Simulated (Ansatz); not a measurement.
# Li2SnCl6: complex band structure, part 2 of 2

Wanted: the relaxed cell of Li2SnCl6, its band edges and its decay constants. It is built by putting Li for K in the K2SnCl6 structure of space group Fm-3m, with the volume rescaled by atomic radii. The parent structure comes from the Materials Project.

Ansatz 0.2.0; r2SCAN DFT, plane waves, PAW files (the session's first sound run).

So far, gap on path (eV): step 3 (band edges) 2.85.

The structure was built from a prototype and need not be the compound's stable phase.

## (6) Decaying states in the gap, plane (111), k-mesh 4×4×4 (continued)

K parallel (0.5, 0); values up to 1.5 1/Å, a degenerate pair printed once or twice; energies at which all values exceed this have no row. Table of Im kz of the slowest decaying states by energy, zero at the highest filled level on the SCF mesh:

| energy (eV) | decay 1 (Å⁻¹) | decay 2 (Å⁻¹) | decay 3 (Å⁻¹) | decay 4 (Å⁻¹) |
| --- | --- | --- | --- | --- |
| -1.00 | 0.0342 | 0.0687 | 0.621 | 0.706 |
| -0.80 | 0.0998 | 0.474 | 0.664 | 1.08 |
| -0.60 | 0.151 | 0.276 | 0.695 | 1.08 |
| -0.40 | 0.103 | 0.146 | 0.202 | 0.256 |
| -0.20 | 0.131 | 0.199 | 0.231 | 0.307 |
| 0.00 | 0.0680 | 0.212 | 0.283 | 0.304 |
| 0.20 | 0.257 | 0.262 | 0.321 | 0.371 |
| 0.30 | 0.282 | 0.299 | 0.336 | 0.398 |
| 0.50 | 0.316 | 0.357 | 0.361 | 0.442 |
| 0.70 | 0.343 | 0.379 | 0.398 | 0.467 |
| 0.90 | 0.367 | 0.393 | 0.429 | 0.486 |
| 1.10 | 0.391 | 0.399 | 0.454 | 0.501 |
| 1.30 | 0.407 | 0.474 | 0.515 | 0.555 |
| 1.50 | 0.417 | 0.491 | 0.526 | 0.574 |
| 1.70 | 0.424 | 0.506 | 0.535 | 0.590 |
| 1.90 | 0.429 | 0.518 | 0.543 | 0.604 |
| 2.10 | 0.432 | 0.528 | 0.549 | 0.616 |
| 2.30 | 0.433 | 0.536 | 0.554 | 0.626 |
| 2.50 | 0.432 | 0.543 | 0.558 | 0.635 |
| 2.60 | 0.430 | 0.546 | 0.559 | 0.639 |
| 2.80 | 0.425 | 0.551 | 0.560 | 0.646 |
| 3.00 | 0.416 | 0.555 | 0.561 | 0.653 |
| 3.20 | 0.403 | 0.558 | 0.560 | 0.658 |
| 3.40 | 0.370 | 0.397 | 0.559 | 0.559 |
| 3.60 | 0.297 | 0.408 | 0.556 | 0.560 |
| 3.80 | 0.182 | 0.408 | 0.552 | 0.560 |

At the listed wavevectors the last open channel is at -0.10 eV and the next at +2.90 eV on the grid. At +1.40 eV, the grid energy nearest the filling level (the middle of the gap on the SCF mesh), the slowest state at the listed wavevectors decays with κ = 0.293 Å⁻¹, its amplitude falling by e over 3.4 Å; the first such run, plane (001), gave 0.316 Å⁻¹.

## (7) Band edges at another level, cutoff 1220 eV

This step: r2SCAN DFT, plane waves, norm-conserving files (Ansatz 0.2.0).

The edges again with norm-conserving files, at the same atoms. Against that run the cutoff is 1220 eV against 500.

Contents of input.yaml:

```yaml
crystal:
  lattice:
    - [0.0, 4.8933915677, 4.8933915677]
    - [4.8933915677, 0.0, 4.8933915677]
    - [4.8933915677, 4.8933915677, 0.0]
  atoms:
    - { symbol: Li, position: [0.75, 0.75, 0.75] }
    - { symbol: Li, position: [0.25, 0.25, 0.25] }
    - { symbol: Sn, position: [0.0, 0.0, 0.0] }
    - { symbol: Cl, position: [0.7517963545, 0.7517963545, 0.2482036455] }
    - { symbol: Cl, position: [0.7517963545, 0.2482036455, 0.7517963545] }
    - { symbol: Cl, position: [0.2482036455, 0.7517963545, 0.2482036455] }
    - { symbol: Cl, position: [0.2482036455, 0.2482036455, 0.7517963545] }
    - { symbol: Cl, position: [0.2482036455, 0.7517963545, 0.7517963545] }
    - { symbol: Cl, position: [0.7517963545, 0.2482036455, 0.2482036455] }
kpoints:
  mp_grid: { grid: [4, 4, 4] }
  band_path: { path: [VBM, CBM], npoints: 30 }
scf:
  occupations: { method: fixed }
hamiltonian:
  xc: r2scan
  pseudopotentials: { kind: nc }
output:
  eigenvalues: true
```

Run with:

```sh
$ ansatz run input.yaml --threads 2 --pin off --max-ram 4096MiB --backend cpu --events-out ev --progress --plain --runs-dir out
```

Elapsed: 72 s, on 2 threads of Intel Xeon Platinum 8488C (Sapphire Rapids), shared host; peak memory 1.3 GiB; 2.3 min of CPU time.

This step gave:

| Quantity | Value |
| --- | --- |
| free energy | -5370.8999 eV |
| Fermi energy | 1.094 eV |

Levels at VBM (eV): -6.57, -3.55, -3.55, -3.55, -2.50, -2.50, -2.50, -0.85, -0.85, -0.85, -0.66, -0.66, -0.64, -0.64, -0.64, 0.00, 0.00, 0.00, 2.85, 4.80, 5.54, 7.33, 7.33, 7.33.

The searched edges give 2.85 eV, as on the mesh.

## (8) Complex bands at another level

This step: r2SCAN DFT, plane waves, norm-conserving files; complex bands by layer matching along the plane's normal (Ansatz 0.2.0).

The complex bands at that level, over its own gap, at (0, 0) and (0.5, 0).

Contents of input.yaml:

```yaml
crystal:
  lattice:
    - [6.920300721, 0.0, 0.0]
    - [0.0, 6.920300721, 0.0]
    - [3.460150361, 3.460150361, 4.893391568]
  atoms:
    - { symbol: Li, position: [0.75, 0.25, 0.5] }
    - { symbol: Li, position: [0.25, 0.75, 0.5] }
    - { symbol: Sn, position: [0.0, 0.0, 0.0] }
    - { symbol: Cl, position: [0.2482036455, 0.2482036455, 0.503592709] }
    - { symbol: Cl, position: [0.7517963545, 0.7517963545, 0.0] }
    - { symbol: Cl, position: [0.2482036455, 0.2482036455, 0.0] }
    - { symbol: Cl, position: [0.7517963545, 0.7517963545, 0.496407291] }
    - { symbol: Cl, position: [0.7517963545, 0.2482036455, 0.0] }
    - { symbol: Cl, position: [0.2482036455, 0.7517963545, 0.0] }
kpoints:
  mp_grid: { grid: [6, 6, 6] }
scf:
  occupations: { method: fixed }
hamiltonian:
  xc: r2scan
  pseudopotentials: { kind: nc }
output:
  eigenvalues: true
  transmission:
    leads: [[0, 0]]
    kpoints: [[0.0, 0.0], [0.5, 0.0]]
    e_range: [-1.0, 3.85]
    de: 0.12
```

Run time: 0.24 s. Hardware: 2 threads; peak memory 0.25 GiB.

The program refused the input before any cycle.

The program's message: “Error: memory limit exceeded: the `transmission` phase of `transmission` needs 11.92 GiB against the run's memory maximum of 4.00 GiB; largest carriers: transmission 11.53 GiB, unmodelled-tail allowan …”

## (9) A check of the settings

This step: r2SCAN DFT, plane waves, PAW files; complex bands by layer matching along the plane's normal; changed: output.transmission.bias = [0.5], scf.max_iter = 100 (Ansatz 0.2.0).

This run repeats an earlier one, its twin (the complex run, plane (001)), with two settings changed (scf.max_iter, output.transmission.bias; files written aside). The setting was drawn as a possible misstep, on purpose. Where the input is shown as a difference, that is against the step before, not the twin.

input.yaml, as its differences from that of step 8:

```diff
@@ -19,5 +19,5 @@
   occupations: { method: fixed }
+  max_iter: 100
 hamiltonian:
   xc: r2scan
-  pseudopotentials: { kind: nc }
 output:
@@ -29 +29,2 @@
     de: 0.12
+    bias: [0.5]
```

The job ended after 0.02 s (2 threads; peak memory 0.03 GiB).

The program refused the input before any cycle.

The program's message: “Error: YAML parse error: error: line 30 column 5: unknown field `bias`, expected one of leads, temperature, e_range, de, kmesh, mesh_tolerance, kpoints, reduced_basis”

The change that led to it: output.transmission.bias = [0.5].

## (10) Summary of results

* band gap: 2.85 eV
* least decay constant at mid-gap, normal to (001): 0.316 Å⁻¹
* least decay constant at mid-gap, normal to (111): 0.293 Å⁻¹
* least decay constant on a mesh, normal to (001): 0.314 Å⁻¹

**Reading.** With r2SCAN, the slowest decay at the wavevectors tried is κ = 0.293 Å⁻¹, normal to (111). Through such a film the transmission near mid-gap falls as exp(−2κd), a factor of ten every 3.9 Å. The directions tried decay at nearly the same rate. A free electron under a barrier of half the gap would need a mass of 0.23 mₑ to decay at this rate. The compound is made up by substitution; its stability against other phases and against distortions of the cell's symmetry was not tested. r2SCAN still narrows gaps, if less than LDA and GGA do, so real decay constants are likely larger.

[Logs are printed without paths, hosts, clocks, repeated set-up lines and the standing remarks that a program may print on its own settings, such as how far it seeks lower states.]

[Hosts, paths, dates, database ids (printed as entryN), source tags and the programs' standing remarks are cut or masked in the printed files.]
